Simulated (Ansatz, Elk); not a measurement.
# Bonding as seen by X-rays: AlGa3C

Structure refinements treat a crystal as free atoms side by side. For a made-up structure of AlGa3C (cell and positions from a PBEsol relaxation) the runs below show what the calculated density changes in F(hkl).

Calculated with Elk 11.2.3 (patched build); DFT, PBE, all-electron APW+lo, Dirac cores, scalar-relativistic bands, static density, no spin.

This account leaves out most program logs.

The structure was built from a prototype and need not be the compound's stable phase.

**1. Set-up**

Symmetry: Pm-3m, No. 221, cubic system. The conventional cell has a = 4.282 Å, b = 4.282 Å, c = 4.282 Å, α = 90.00°, β = 90.00°, γ = 90.00°. Nearest to Ga lie 2 C at 2.14 Å and 8 Ga at 3.03 Å and 4 Al at 3.03 Å. Al has 12 Ga at 3.03 Å nearest. Nearest to C lie 6 Ga at 2.14 Å. Farther neighbours are not listed.

**2. Ground state and structure factors**

An all-electron density is needed, since X-rays see the cores too. Task 0 finds the density and task 195 Fourier-transforms it; tshift is off so that phases refer to the origin typed.

elk.in reads:

```
tasks
  0
  195

xctype
  20

spinpol
  .false.

rgkmax
  7.0

gmaxvr
  14.0

lmaxo
  7

lmaxapw
  8

swidth
  0.002

tshift
  .false.

ramdisk
  .false.

hmaxvr
  5.5

maxscl
  120

epspot
  1e-06

sppath
  './'

avec
  8.09123452094 -0.00000000000 0.00000000000
  -0.00000000000 8.09123452094 0.00000000000
  0.00000000000 0.00000000000 8.09123452094

atoms
  3
  'Ga.in'
  3
  0.5000000000 -0.0000000000 0.5000000000   0.000000 0.000000 0.000000
  0.5000000000 0.5000000000 0.0000000000   0.000000 0.000000 0.000000
  0.0000000000 0.5000000000 0.5000000000   0.000000 0.000000 0.000000
  'Al.in'
  1
  -0.0000000000 0.0000000000 -0.0000000000   0.000000 0.000000 0.000000
  'C.in'
  1
  0.5000000000 0.5000000000 0.5000000000   0.000000 0.000000 0.000000

ngridk
  5 5 5
```

Launch:

```sh
> OMP_NUM_THREADS=4 elk
```

It took 20 s on 4 threads of Arm Neoverse V1, shared host; peak memory 0.16 GiB.

SFACRHO.OUT:

```text

h k l indices transformed by vhmat matrix:
   1.000000000       0.000000000       0.000000000    
   0.000000000       1.000000000       0.000000000    
   0.000000000       0.000000000       1.000000000    

      h      k      l  multipl.   |H|            Re(F)            Im(F)           |F|

      0      0      0      1   0.0000000       112.00000     -0.10964934E-16   112.00000    
      0      1      0      6  0.77654223      -22.289054      0.69082459E-14   22.289054    
      0     -1      1     12   1.0981966      -12.090729      0.12851484E-14   12.090729    
      1     -1     -1      8   1.3450106       79.561327      0.57118002E-14   79.561327    
     -2      0      0      6   1.5530845       82.816725      0.12196792E-13   82.816725    
     -1      0     -2     24   1.7364012      -17.306994     -0.65711190E-14   17.306994    
     -2      1      1     24   1.9021322      -11.251220     -0.10611830E-13   11.251220    
     -2      2      0     12   2.1963931       70.943247     -0.22491693E-14   70.943247    
     -2     -1      2     24   2.3296267      -14.552708     -0.31708502E-14   14.552708    
      3      0      0      6   2.3296267      -14.646080      0.15391964E-13   14.646080    
     -3      0     -1     24   2.4556421      -9.9835465      0.10908944E-14   9.9835465    
     -3     -1      1     24   2.5754992       60.731870      0.13810994E-13   60.731870    
      2      2      2      8   2.6900212       62.857008     -0.28074964E-13   62.857008    
      0     -2     -3     24   2.7998628      -12.916693     -0.14220275E-13   12.916693    
     -2      3      1     48   2.9055550      -8.9642596     -0.88887171E-14   8.9642596    
      0      0      4      6   3.1061689       56.640857     -0.16688333E-13   56.640857    
      0      4     -1     24   3.2017656      -11.746986     -0.33107497E-14   11.746986    
      3      2      2     24   3.2017656      -11.709135      0.13184477E-13   11.709135
```

Elk indexes on the primitive cell of elk.in and gives |H| = 4π sin θ/λ in inverse bohr. Below, one row stands for each form hkl of the conventional cell (m members, Friedel mates merged), F is for one primitive cell and the density is static (no thermal factor). Free-atom factors are Waasmaier and Kirfel's, and R is Σm||F|−|F'||/Σm|F|.

```
hkl   m  sin θ/λ (Å⁻¹)  abs F, DFT  neutral atoms   diff.
100   6          0.117      22.289         22.084  +0.205
110  12          0.165      12.091         12.368  -0.278
111   8          0.202      79.561         80.145  -0.583
200   6          0.234      82.817         83.073  -0.257
210  24          0.261      17.307         17.320  -0.013
211  24          0.286      11.251         11.325  -0.074
220  12          0.330      70.943         71.287  -0.344
221  24          0.350      14.553         14.694  -0.141
300   6          0.350      14.646         14.694  -0.048
310  24          0.369       9.983         10.046  -0.062
311  24          0.387      60.732         60.884  -0.152
222   8          0.405      62.857         63.030  -0.173
320  24          0.421      12.917         12.966  -0.050
321  48          0.437       8.964          8.970  -0.005
400   6          0.467      56.641         56.693  -0.052
410  24          0.481      11.747         11.738  +0.009
322  24          0.481      11.709         11.738  -0.029
330  12          0.495       8.091          8.100  -0.010
411  24          0.495       8.066          8.100  -0.035
331  24          0.509      49.387         49.462  -0.074
420  24          0.522      51.556         51.623  -0.068
421  48          0.535      10.804         10.807  -0.003
```

**3. The highest occupied states alone**

An energy window below the Fermi level keeps the highest occupied states, to see at which angles they scatter; shallow core shells can lie inside it and anion s states outside. No new self-consistency is needed.

Changes to elk.in since step 2:

```diff
@@ -1,3 +1,2 @@
 tasks
-  0
   195
@@ -40,2 +39,5 @@
 
+wsfac
+  -0.192680 0.548310
+
 sppath
```

Launch:

```sh
> OMP_NUM_THREADS=4 elk
```

The job ended after 8.6 s (4 threads; peak memory 0.16 GiB).

States within 12 eV below the Fermi level hold 14.51 electrons; any levels below the window count with the cores, and a count that is not whole means the window cuts a band. Their amplitudes can exceed the total, where window and core parts have opposite phase:

```csv
hkl,sin θ/λ (Å⁻¹),"abs F, window","abs F, all"
100,0.117,2.430,22.289
110,0.165,1.666,12.091
111,0.202,0.560,79.561
200,0.234,1.415,82.817
210,0.261,0.944,17.307
211,0.286,0.502,11.251
220,0.330,0.253,70.943
221,0.350,0.276,14.553
300,0.350,0.355,14.646
310,0.369,0.199,9.983
```

**4. Another functional**

The difference from free atoms is small, so it is set against the change that PBEsol makes.

Changes to elk.in since step 3:

```diff
@@ -1,2 +1,3 @@
 tasks
+  0
   195
@@ -4,3 +5,3 @@
 xctype
-  20
+  22
 
@@ -39,5 +40,2 @@
 
-wsfac
-  -0.192680 0.548310
-
 sppath
```

Launch:

```sh
> OMP_NUM_THREADS=4 elk
```

It took 20 s on 4 threads; peak memory 0.16 GiB; 42 s of CPU time.

Against the first run R = 0.04 %; the largest change is -0.035 at 200.

**5. A coarser k-mesh**

About half the k-points along each axis test the sampling.

Changes to elk.in since step 4:

```diff
@@ -5,3 +5,3 @@
 xctype
-  22
+  20
 
@@ -63,2 +63,2 @@
 ngridk
-  5 5 5
+  2 2 2
```

Launch:

```sh
> OMP_NUM_THREADS=4 elk
```

Wall time 15 s (4 threads); peak memory 0.16 GiB.

Against the first run R = 0.02 %; the largest change is +0.096 at 111.

**6. Settings against the effect**

```csv
run,R against the first run (%),"R against neutral atoms, low angle (%)",wall time
"PBE, rgkmax 7",0.00,0.61,20 s
PBEsol,0.04,0.62,20 s
k-mesh 2×2×2,0.02,0.56,15 s
```

**7. Summary of results**

| Quantity | Value |
| --- | --- |
| R against neutral atoms, sin θ/λ < 0.3 Å⁻¹ | 0.61 % |
| R against neutral atoms, 0.3 to 0.83 Å⁻¹ | 0.23 % |

What this shows: Independent neutral atoms miss the calculated amplitudes by R = 0.61 % below 0.3 Å⁻¹ and 0.23 % from there to 0.83 Å⁻¹; by shells, 0.92 % below 0.15 Å⁻¹ (1 form), 0.59 % 0.15 to 0.3 (5 forms), 0.37 % 0.3 to 0.45 (8 forms), 0.19 % above 0.45 (46 forms). Bonding, aspherical density and the tables' own atoms all enter these figures, and the runs don't part them. The largest change of an amplitude is -0.58 electrons, at 111. The window's part falls from 14.5 electrons at the origin to at most 0.29 between 0.45 and 0.83 Å⁻¹. Below 0.3 Å⁻¹ the changes that finished (PBEsol and k-mesh 2×2×2) move F by R = 0.10 % at most, against the 0.61 % that separates it from free atoms. The basis has no finished test. Part of the difference isn't bonding: the tables are fits to free atoms and ions calculated by other methods than this functional. Thermal motion, anomalous dispersion and extinction are left out.

[Logs are printed without paths, hosts, clocks, repeated set-up lines and the standing remarks that a program may print on its own settings, such as how far it seeks lower states.]

[Hosts, paths, dates, database ids (printed as entryN), source tags and the programs' standing remarks are cut or masked in the printed files.]
